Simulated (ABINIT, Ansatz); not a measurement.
# Quasiparticle gap of CsPbCl3 (Pm-3m) in ABINIT, part 2 of 3

Aim: the G0W0 gap of CsPbCl3 (Pm-3m) on PBE, step by step.

ABINIT 10.8.3; PBE and many-body steps on it, plane waves. Known limits of the many-body steps: not at the basis limit; exchange with frozen shells missing; no spin-orbit coupling; coarse k mesh.

So far. Step 2 (Ground state): The gap is direct, at (0.500, 0.500, 0.500).

### 3. Bands along the symmetry lines

Level of this step: DFT, PBE, plane waves, norm-conserving pseudopotentials (ABINIT).

Levels along a band path, at the cheap level, show where the edges lie and whether the meshes to come will hold them.

File run.abi:

```
acell 3*1.0 Angstrom
rprim 
  5.605000000000 0.000000000000 0.000000000000
  0.000000000000 5.605000000000 0.000000000000
  0.000000000000 0.000000000000 5.605000000000
ntypat 3
znucl 55 82 17
natom 5
typat 1 2 3 3 3
xred 
  0.000000000000 0.000000000000 0.000000000000
  0.500000000000 0.500000000000 0.500000000000
  0.500000000000 0.500000000000 0.000000000000
  0.000000000000 0.500000000000 0.500000000000
  0.500000000000 0.000000000000 0.500000000000
pp_dirpath "pseudos"
pseudos "Cs.upf, Pb.upf, Cl.upf"
ecut 25
iscf -2
irdden 1
kptopt 0
nkpt 50
kpt 
  0.00000000 0.00000000 0.00000000
  0.00000000 0.06250000 0.00000000
  0.00000000 0.12500000 0.00000000
  0.00000000 0.18750000 0.00000000
  0.00000000 0.25000000 0.00000000
  0.00000000 0.31250000 0.00000000
  0.00000000 0.37500000 0.00000000
  0.00000000 0.43750000 0.00000000
  0.00000000 0.50000000 0.00000000
  0.06250000 0.50000000 0.00000000
  0.12500000 0.50000000 0.00000000
  0.18750000 0.50000000 0.00000000
  0.25000000 0.50000000 0.00000000
  0.31250000 0.50000000 0.00000000
  0.37500000 0.50000000 0.00000000
  0.43750000 0.50000000 0.00000000
  0.50000000 0.50000000 0.00000000
  0.43750000 0.43750000 0.00000000
  0.37500000 0.37500000 0.00000000
  0.31250000 0.31250000 0.00000000
  0.25000000 0.25000000 0.00000000
  0.18750000 0.18750000 0.00000000
  0.12500000 0.12500000 0.00000000
  0.06250000 0.06250000 0.00000000
  0.00000000 0.00000000 0.00000000
  0.06250000 0.06250000 0.06250000
  0.12500000 0.12500000 0.12500000
  0.18750000 0.18750000 0.18750000
  0.25000000 0.25000000 0.25000000
  0.31250000 0.31250000 0.31250000
  0.37500000 0.37500000 0.37500000
  0.43750000 0.43750000 0.43750000
  0.50000000 0.50000000 0.50000000
  0.43750000 0.50000000 0.43750000
  0.37500000 0.50000000 0.37500000
  0.31250000 0.50000000 0.31250000
  0.25000000 0.50000000 0.25000000
  0.18750000 0.50000000 0.18750000
  0.12500000 0.50000000 0.12500000
  0.06250000 0.50000000 0.06250000
  0.00000000 0.50000000 0.00000000
  0.50000000 0.50000000 0.50000000
  0.50000000 0.50000000 0.43750000
  0.50000000 0.50000000 0.37500000
  0.50000000 0.50000000 0.31250000
  0.50000000 0.50000000 0.25000000
  0.50000000 0.50000000 0.18750000
  0.50000000 0.50000000 0.12500000
  0.50000000 0.50000000 0.06250000
  0.50000000 0.50000000 0.00000000
istwfk *1
nband 29
nbdbuf 2
tolwfr 1e-08
nstep 40
prtwf 0
prtvol 0
indata_prefix "in"
outdata_prefix "out"
tmpdata_prefix "tmp"
```

Run with:

```sh
> OMP_NUM_THREADS=1 mpirun -n 4 abinit run.abi > log
```

Numbers of over 12 decimals in the logs are rounded to 6 here.

The log of the run:

```text
.Version 10.8.3 of ABINIT. v10.8.2 released Aug 2026.

 Symmetries : space group Pm -3 m (#221); Bravais cP (primitive cubic)
[... echo of the input left out ...]
== DATASET  1 ==================================================================
-   mpi_nproc: 4, omp_nthreads: 1 (-1 if OMP is not activated)

--- !DatasetInfo
iteration_state: {dtset: 1, }
dimensions: {natom: 5, nkpt: 50, mband: 29, nsppol: 1, nspinor: 1, nspden: 1, mpw: 7130, }
cutoff_energies: {ecut:  25.0, pawecutdg:  -1.0, }
electrons: {nelect:   4.40000000E+01, charge:   0.00000000E+00, occopt:   1.00000000E+00, tsmear:   1.00000000E-02, }

 Real(R)+Recip(G) space primitive vectors, cartesian coordinates (Bohr,Bohr^-1):
 R(1)= 10.5919149  0.0000000  0.0000000  G(1)=  0.0944116  0.0000000  0.0000000
 R(2)=  0.0000000 10.5919149  0.0000000  G(2)=  0.0000000  0.0944116  0.0000000
 R(3)=  0.0000000  0.0000000 10.5919149  G(3)=  0.0000000  0.0000000  0.0944116
 Unit cell volume ucvol=  1.1882928E+03 bohr^3
 Angles (23,13,12)=  9.00000000E+01  9.00000000E+01  9.00000000E+01 degrees

 getcut: wavevector=  0.0000  0.0000  0.0000  ngfft=  48  48  48
         ecut(hartree)=     25.000   => boxcut(ratio)=   2.01341

--- Pseudopotential description ------------------------------------------------
- Cs Generated using ONCVPSP code by D. R. Hamann
- 55.00000   9.00000  171031                  znucl, zion, pspdat
12 -101130 3 -1 2414                          pspcod,pspxc,lmax,lloc,mmax
     nproj     2     2     2     2
  pspatm : epsatm=   22.81663564
         --- l  ekb(1:nproj) -->
             0    6.176104    0.756334
             1    6.263084    0.786397
             2    3.737592    0.906929
[...]
pspatm: atomic psp has been read  and splines computed

- Pb Generated using ONCVPSP code by D. R. Hamann
- 82.00000  14.00000  171031                  znucl, zion, pspdat
12 -101130 2 -1 1678                          pspcod,pspxc,lmax,lloc,mmax
     nproj     2     2     2     0
  pspatm : epsatm=   44.51699805
         --- l  ekb(1:nproj) -->
[...]
pspatm: atomic psp has been read  and splines computed

- Cl Generated using ONCVPSP code by D. R. Hamann
- 17.00000   7.00000  171031                  znucl, zion, pspdat
12 -101130 2 -1 1028                          pspcod,pspxc,lmax,lloc,mmax
     nproj     2     2     2     0
  pspatm : epsatm=    9.12776517
         --- l  ekb(1:nproj) -->
[...]
pspatm: atomic psp has been read  and splines computed

--------------------------------------------------------------------------------

================================================================================
 prteigrs : about to open file out_EIG
 Non-SCF case, kpt    1 (  0.00000  0.00000  0.00000), residuals and eigenvalues=
  5.92E-09  2.92E-09  4.67E-09  3.06E-09  6.02E-09  9.77E-09  8.23E-09  6.69E-09
[...]
Non-SCF case, kpt   50 (  0.50000  0.50000  0.00000), residuals and eigenvalues=
[...]
-2.2402E-01 -8.9284E-02 -5.1424E-02 -3.0312E-02 -3.0312E-02 -2.9029E-02
 -2.9029E-02 -2.6762E-02 -6.9117E-03  4.4467E-02  1.6699E-01  1.6699E-01
[...]
--- !ResultsGS
iteration_state: {dtset: 1, }
comment   : Summary of ground state results
lattice_vectors:
- [ 10.5919149,   0.0000000,   0.0000000, ]
- [  0.0000000,  10.5919149,   0.0000000, ]
- [  0.0000000,   0.0000000,  10.5919149, ]
lattice_lengths: [  10.59191,   10.59191,   10.59191, ]
lattice_angles: [ 90.000,  90.000,  90.000, ] # degrees, (23, 13, 12)
lattice_volume:   1.1882928E+03
convergence: {deltae:  0.000E+00, res2:  0.000E+00, residm:  9.998E-09, diffor:  0.000E+00, }
etotal    :  -1.43232887E+02
entropy   :   0.00000000E+00
fermie    :   7.44452368E-02
cartesian_stress_tensor: null
pressure_GPa: null
xred      :
- [  0.0000E+00,   0.0000E+00,   0.0000E+00, Cs]
- [  5.0000E-01,   5.0000E-01,   5.0000E-01, Pb]
- [  5.0000E-01,   5.0000E-01,   0.0000E+00, Cl]
- [  0.0000E+00,   5.0000E-01,   5.0000E-01, Cl]
- [  5.0000E-01,   0.0000E+00,   5.0000E-01, Cl]
cartesian_forces: null
force_length_stats: {min: null, max: null, mean: null, }

 Integrated electronic density in atomic spheres:
 ------------------------------------------------
 Atom  Sphere_radius  Integrated_density
[...]
================================================================================

 ----iterations are completed or convergence reached----

 Mean square residual over all n,k,spin=   71.946E-10; max=  99.978E-10
 reduced coordinates (array xred) for    5 atoms
[...]
0.000000000000      0.500000000000      0.500000000000
       0.500000000000      0.000000000000      0.500000000000

 cartesian coordinates (angstrom) at end:
    1      0.000000     0.000000     0.000000
    2      2.802500     2.802500     2.802500
    3      2.802500     2.802500     0.000000
    4      0.000000     2.802500     2.802500
    5      2.802500     0.000000     2.802500
 length scales=  1.889726125908  1.889726125908  1.889726125908 bohr
              =  1.000000000000  1.000000000000  1.000000000000 angstroms
 prteigrs : about to open file out_EIG
 Eigenvalues (hartree) for nkpt=  50  k points:
 kpt#   1, nband= 29, wtk=  1.00000, kpt=  0.0000  0.0000  0.0000 (reduced coord)
[...]
kpt#   2, nband= 29, wtk=  1.00000, kpt=  0.0000  0.0625  0.0000 (reduced coord)
[...]
kpt#   3, nband= 29, wtk=  1.00000, kpt=  0.0000  0.1250  0.0000 (reduced coord)
[...]
kpt#  49, nband= 29, wtk=  1.00000, kpt=  0.5000  0.5000  0.0625 (reduced coord)
[...]
0.24957    0.27635    0.28623    0.29850    0.30265
 kpt#  50, nband= 29, wtk=  1.00000, kpt=  0.5000  0.5000  0.0000 (reduced coord)
[...]
-0.46208   -0.23268   -0.22601   -0.22601   -0.22402   -0.08928   -0.05142   -0.03031
  -0.03031   -0.02903   -0.02903   -0.02676   -0.00691    0.04447    0.16699    0.16699
   0.25591    0.27265    0.28610    0.29959    0.30509

== END DATASET(S) ==============================================================
================================================================================

 -outvars: echo values of variables after computation  --------
            nband          29
             nkpt          50
          spgroup         221
 [... the other variables as echoed above ...]

 Calculation completed.
```

Run time: 77 s. Hardware: 4 MPI ranks of Arm Neoverse V1, shared host; peak memory 0.43 GiB; 5.1 min of CPU time.

This step gave:

```yaml
gap: 1.933 eV
k_of_the_valence_top: 0.5, 0.5, 0.5
k_of_the_conduction_bottom: 0.5, 0.5, 0.5
least_direct_gap: 1.933 eV
```

The gap is 1.933 eV, as in the run before at this level.

Electronic bands along the path, in eV, zero at the top of the highest filled band:

```
    point  band 19  band 20  band 21  band 22  band 23  band 24  band 25  band 26
        Γ    -2.63    -2.52    -2.52    -2.52     3.35     4.29     4.29     5.20
  halfway    -2.68    -2.58    -2.58    -2.43     3.86     4.63     4.70     4.83
        X    -2.73    -2.63    -2.63    -1.69     3.02     4.69     5.20     5.34
  halfway    -2.72    -2.64    -2.39    -1.45     2.76     4.08     5.12     5.17
        M    -2.82    -2.75    -2.21    -0.82     2.52     2.52     4.94     5.39
  halfway    -2.65    -2.61    -2.42    -2.25     4.09     4.25     4.64     5.05
        Γ    -2.63    -2.52    -2.52    -2.52     3.35     4.29     4.29     5.20
  halfway    -2.44    -2.44    -2.43    -2.10     3.91     3.91     4.00     4.89
        R    -2.20    -2.20    -2.20     0.00     1.93     1.93     1.93     5.12
  halfway    -2.48    -2.45    -2.35    -1.25     2.48     3.68     3.84     5.22
        X    -2.73    -2.63    -2.63    -1.69     3.02     4.69     5.20     5.34
jump to R    -2.20    -2.20    -2.20     0.00     1.93     1.93     1.93     5.12
  halfway    -2.43    -2.43    -2.21    -0.62     2.22     2.22     3.50     5.48
        M    -2.82    -2.75    -2.21    -0.82     2.52     2.52     4.94     5.39
```

### 4. Empty states on the mesh, 2×2×2 mesh, 198 bands

The sums over transitions need many empty states on a uniform mesh; this step solves for them.

File run.abi:

```
acell 3*1.0 Angstrom
rprim 
  5.605000000000 0.000000000000 0.000000000000
  0.000000000000 5.605000000000 0.000000000000
  0.000000000000 0.000000000000 5.605000000000
ntypat 3
znucl 55 82 17
natom 5
typat 1 2 3 3 3
xred 
  0.000000000000 0.000000000000 0.000000000000
  0.500000000000 0.500000000000 0.500000000000
  0.500000000000 0.500000000000 0.000000000000
  0.000000000000 0.500000000000 0.500000000000
  0.500000000000 0.000000000000 0.500000000000
pp_dirpath "pseudos"
pseudos "Cs.upf, Pb.upf, Cl.upf"
ecut 25
ngkpt 2 2 2
nshiftk 1
shiftk 0 0 0
kptopt 1
chksymbreak 0
iscf -2
irdden 1
istwfk *1
nband 198
nbdbuf 18
tolwfr 1e-09
nstep 60
prtvol 0
indata_prefix "in"
outdata_prefix "out"
tmpdata_prefix "tmp"
```

The log of the run:

```text
.Version 10.8.3 of ABINIT. v10.8.2 released Aug 2026.

 Symmetries : space group Pm -3 m (#221); Bravais cP (primitive cubic)
[... echo of the input left out ...]
== DATASET  1 ==================================================================
-   mpi_nproc: 4, omp_nthreads: 1 (-1 if OMP is not activated)

--- !DatasetInfo
iteration_state: {dtset: 1, }
dimensions: {natom: 5, nkpt: 4, mband: 198, nsppol: 1, nspinor: 1, nspden: 1, mpw: 7123, }
cutoff_energies: {ecut:  25.0, pawecutdg:  -1.0, }
electrons: {nelect:   4.40000000E+01, charge:   0.00000000E+00, occopt:   1.00000000E+00, tsmear:   1.00000000E-02, }

 Real(R)+Recip(G) space primitive vectors, cartesian coordinates (Bohr,Bohr^-1):
 R(1)= 10.5919149  0.0000000  0.0000000  G(1)=  0.0944116  0.0000000  0.0000000
 R(2)=  0.0000000 10.5919149  0.0000000  G(2)=  0.0000000  0.0944116  0.0000000
 R(3)=  0.0000000  0.0000000 10.5919149  G(3)=  0.0000000  0.0000000  0.0944116
 Unit cell volume ucvol=  1.1882928E+03 bohr^3
 Angles (23,13,12)=  9.00000000E+01  9.00000000E+01  9.00000000E+01 degrees

 getcut: wavevector=  0.0000  0.0000  0.0000  ngfft=  48  48  48
         ecut(hartree)=     25.000   => boxcut(ratio)=   2.01341

--- Pseudopotential description ------------------------------------------------
- Cs Generated using ONCVPSP code by D. R. Hamann
- 55.00000   9.00000  171031                  znucl, zion, pspdat
12 -101130 3 -1 2414                          pspcod,pspxc,lmax,lloc,mmax
     nproj     2     2     2     2
  pspatm : epsatm=   22.81663564
         --- l  ekb(1:nproj) -->
             0    6.176104    0.756334
             1    6.263084    0.786397
             2    3.737592    0.906929
[...]
pspatm: atomic psp has been read  and splines computed

- Pb Generated using ONCVPSP code by D. R. Hamann
- 82.00000  14.00000  171031                  znucl, zion, pspdat
12 -101130 2 -1 1678                          pspcod,pspxc,lmax,lloc,mmax
     nproj     2     2     2     0
  pspatm : epsatm=   44.51699805
         --- l  ekb(1:nproj) -->
[...]
pspatm: atomic psp has been read  and splines computed

- Cl Generated using ONCVPSP code by D. R. Hamann
- 17.00000   7.00000  171031                  znucl, zion, pspdat
12 -101130 2 -1 1028                          pspcod,pspxc,lmax,lloc,mmax
     nproj     2     2     2     0
  pspatm : epsatm=    9.12776517
         --- l  ekb(1:nproj) -->
[...]
pspatm: atomic psp has been read  and splines computed

--------------------------------------------------------------------------------

================================================================================
 prteigrs : about to open file out_EIG
 Non-SCF case, kpt    1 (  0.00000  0.00000  0.00000), residuals and eigenvalues=
  3.55E-10  6.33E-10  9.67E-10  2.68E-10  3.79E-10  8.58E-10  3.65E-10  2.59E-10
  6.41E-10  3.58E-10  4.03E-10  7.22E-10  2.15E-10  1.20E-10  2.43E-10  4.10E-10
  5.30E-10  8.80E-10  9.65E-10  2.72E-10  3.19E-10  8.72E-10  8.88E-10  2.47E-10
[...]
7.93E-06  2.09E-06  2.22E-05  1.83E-04  3.27E-04  4.66E-05
 -7.1052E-01 -5.4295E-01 -5.4295E-01 -5.3395E-01 -5.3395E-01 -5.3395E-01
 -4.8280E-01 -4.5050E-01 -4.5050E-01 -2.2537E-01 -2.2537E-01 -2.2537E-01
[...]
1.9100E+00  1.9170E+00  1.9170E+00  1.9470E+00  1.9527E+00  1.9727E+00
 prteigrs : prtvol=0 or 1, do not print more k-points.

--- !ResultsGS
iteration_state: {dtset: 1, }
comment   : Summary of ground state results
lattice_vectors:
- [ 10.5919149,   0.0000000,   0.0000000, ]
- [  0.0000000,  10.5919149,   0.0000000, ]
- [  0.0000000,   0.0000000,  10.5919149, ]
lattice_lengths: [  10.59191,   10.59191,   10.59191, ]
lattice_angles: [ 90.000,  90.000,  90.000, ] # degrees, (23, 13, 12)
lattice_volume:   1.1882928E+03
convergence: {deltae:  0.000E+00, res2:  0.000E+00, residm:  9.986E-10, diffor:  0.000E+00, }
etotal    :  -1.43232887E+02
entropy   :   0.00000000E+00
fermie    :   7.44452368E-02
cartesian_stress_tensor: null
pressure_GPa: null
xred      :
- [  0.0000E+00,   0.0000E+00,   0.0000E+00, Cs]
- [  5.0000E-01,   5.0000E-01,   5.0000E-01, Pb]
- [  5.0000E-01,   5.0000E-01,   0.0000E+00, Cl]
- [  0.0000E+00,   5.0000E-01,   5.0000E-01, Cl]
- [  5.0000E-01,   0.0000E+00,   5.0000E-01, Cl]
cartesian_forces: null
force_length_stats: {min: null, max: null, mean: null, }

 Integrated electronic density in atomic spheres:
 ------------------------------------------------
 Atom  Sphere_radius  Integrated_density
[...]
================================================================================

 ----iterations are completed or convergence reached----

 Mean square residual over all n,k,spin=   50.608E-11; max=  99.863E-11
 reduced coordinates (array xred) for    5 atoms
[...]
0.000000000000      0.500000000000      0.500000000000
       0.500000000000      0.000000000000      0.500000000000

 cartesian coordinates (angstrom) at end:
    1      0.000000     0.000000     0.000000
    2      2.802500     2.802500     2.802500
    3      2.802500     2.802500     0.000000
    4      0.000000     2.802500     2.802500
    5      2.802500     0.000000     2.802500
 length scales=  1.889726125908  1.889726125908  1.889726125908 bohr
              =  1.000000000000  1.000000000000  1.000000000000 angstroms
 prteigrs : about to open file out_EIG
 Eigenvalues (hartree) for nkpt=   4  k points:
 kpt#   1, nband=198, wtk=  0.12500, kpt=  0.0000  0.0000  0.0000 (reduced coord)
[...]
1.79693    1.79693    1.79693    1.80273    1.80514    1.80514    1.80514    1.84543
   1.88794    1.88794    1.88794    1.90203    1.90203    1.90959    1.90997    1.90997
   1.90998    1.91697    1.91701    1.94699    1.95269    1.97271
 prteigrs : prtvol=0 or 1, do not print more k-points.

== END DATASET(S) ==============================================================
================================================================================

 -outvars: echo values of variables after computation  --------
            nband         198
             nkpt           4
          spgroup         221
 [... the other variables as echoed above ...]

 Calculation completed.
```

The job ended after 75 s (4 MPI ranks; peak memory 0.44 GiB; 5 min of CPU time).

Numbers from this step:

* gap: 1.933 eV
* k of the valence top: 0.5, 0.5, 0.5
* k of the conduction bottom: 0.5, 0.5, 0.5
* least direct gap: 1.933 eV
* k points computed: 4
* lowest point of the top converged band, above the valence top: 47.03 eV

On this mesh the gap is 1.933 eV.

### 5. Screening, 2×2×2 mesh, 180 bands, screening to 119.7 eV

The RPA dielectric matrix is built and inverted for each q.

This step: RPA screening on PBE, plane waves, norm-conserving pseudopotentials.

Changes to run.abi since step 4:

```diff
@@ -23,10 +23,11 @@
 chksymbreak 0
-iscf -2
-irdden 1
 istwfk *1
-nband 198
-nbdbuf 18
-tolwfr 1e-09
-nstep 60
-prtvol 0
+occopt 1
+irdwfk 1
+optdriver 3
+nband 180
+ecuteps 4.4
+inclvkb 2
+awtr 1
+symchi 1
 indata_prefix "in"
```

The log of the run:

```text
.Version 10.8.3 of ABINIT. v10.8.2 released Aug 2026.

 Symmetries : space group Pm -3 m (#221); Bravais cP (primitive cubic)
[... echo of the input left out ...]
== DATASET  1 ==================================================================
-   mpi_nproc: 4, omp_nthreads: 1 (-1 if OMP is not activated)

--- !DatasetInfo
iteration_state: {dtset: 1, }
dimensions: {natom: 5, nkpt: 4, mband: 180, nsppol: 1, nspinor: 1, nspden: 1, mpw: 7123, }
cutoff_energies: {ecut:  25.0, pawecutdg:  -1.0, }
electrons: {nelect:   4.40000000E+01, charge:   0.00000000E+00, occopt:   1.00000000E+00, tsmear:   1.00000000E-02, }

 SCREENING: Calculation of the susceptibility and dielectric matrices

 Based on a program developped by R.W. Godby, V. Olevano, G. Onida, and L. Reining.
 Incorporated in ABINIT by V. Olevano, G.-M. Rignanese, and M. Torrent.
.Using double precision arithmetic ; gwpc =  8

[... cell and pseudopotentials left out ...]
--------------------------------------------------------------------------------

 ==== K-mesh for the wavefunctions ====
 Number of points in the irreducible wedge :     4
[... list of points left out ...]
 Together with 48 symmetry operations and time-reversal symmetry
 yields     8 points in the full Brillouin Zone.

 ==== Q-mesh for the screening function ====
 Number of points in the irreducible wedge :     4
[... list of points left out ...]
 Together with 48 symmetry operations and time-reversal symmetry
 yields     8 points in the full Brillouin Zone.

 setmesh: FFT mesh size selected  =    36x   36x   36
          total number of points  =        46656

 vcoul_init : cutoff-mode = AUXILIARY_FUNCTION
 q-points for optical limit:   1
     1)      0.000010    0.000020    0.000030

- screening: taking advantage of time-reversal symmetry
- Maximum band index for partially occupied states nbvw = 22
- Remaining bands to be divided among processors   nbcw = 158
- Number of bands treated by each node ~39

 Number of electrons calculated from density =   44.0000; Expected =   44.0000
 average of density, n =  0.037028
 r_s =    1.8612
 omega_plasma =   18.5618 [eV]

 calculating chi0 at frequencies [eV] :
  1    0.000000E+00    0.000000E+00
  2    0.000000E+00    1.856181E+01

--------------------------------------------------------------------------------
  q-point number  1        q = ( 0.000000, 0.000000, 0.000000) [r.l.u.]
--------------------------------------------------------------------------------
[... chi0 elements left out ...]
 For q-point:  0.000010 0.000020 0.000030
  dielectric constant =   7.1794
  dielectric constant without local fields =   8.2803

  Average fulfillment of the sum rule on Im[epsilon] for q-point    1 :     73.41  [%]
[... wings left out ...]
  q-point number  2        q = ( 0.500000, 0.000000, 0.000000) [r.l.u.]
--------------------------------------------------------------------------------
[... chi0 elements left out ...]
  Average fulfillment of the sum rule on Im[epsilon] for q-point    2 :     81.61  [%]

 [... 2 further q-points ...]
```

Run time: 48 s. Hardware: 4 MPI ranks; peak memory 1.4 GiB.

Numbers from this step:

- ε∞ with local fields, on this mesh, along the program's q direction: 7.179
- the same without local fields: 8.280
- plasma frequency: 18.56 eV
- plane waves in the screening matrix: 515

Local fields lower ε∞ by 13 %. On a Γ-centred mesh this coarse the value itself is usually too large, while a short band sum pulls it down.

[end of part 2 of 3]

[Paths, hosts, dates, memory and timing lines, banners, echoed tables and standing remarks are left out of the program output.]

[Logs are printed without paths, hosts, clocks, repeated set-up lines and the standing remarks that a program may print on its own settings, such as how far it seeks lower states.]

[Runs of the session that timed out or met a known fault of the program may be left out.]

[Hosts, paths, dates, database ids (printed as entryN), source tags and the programs' standing remarks are cut or masked in the printed files.]

[G0W0 gaps are taken among the corrected bands and points alone; a level outside them can change the order at an edge.]

[Where Ansatz stands beside ABINIT at settings called matched, ABINIT's density can come from a denser mesh and the files from another edition; pairs whose starting gaps differed by over 0.03 eV were left out, so agreement reads better than it is.]
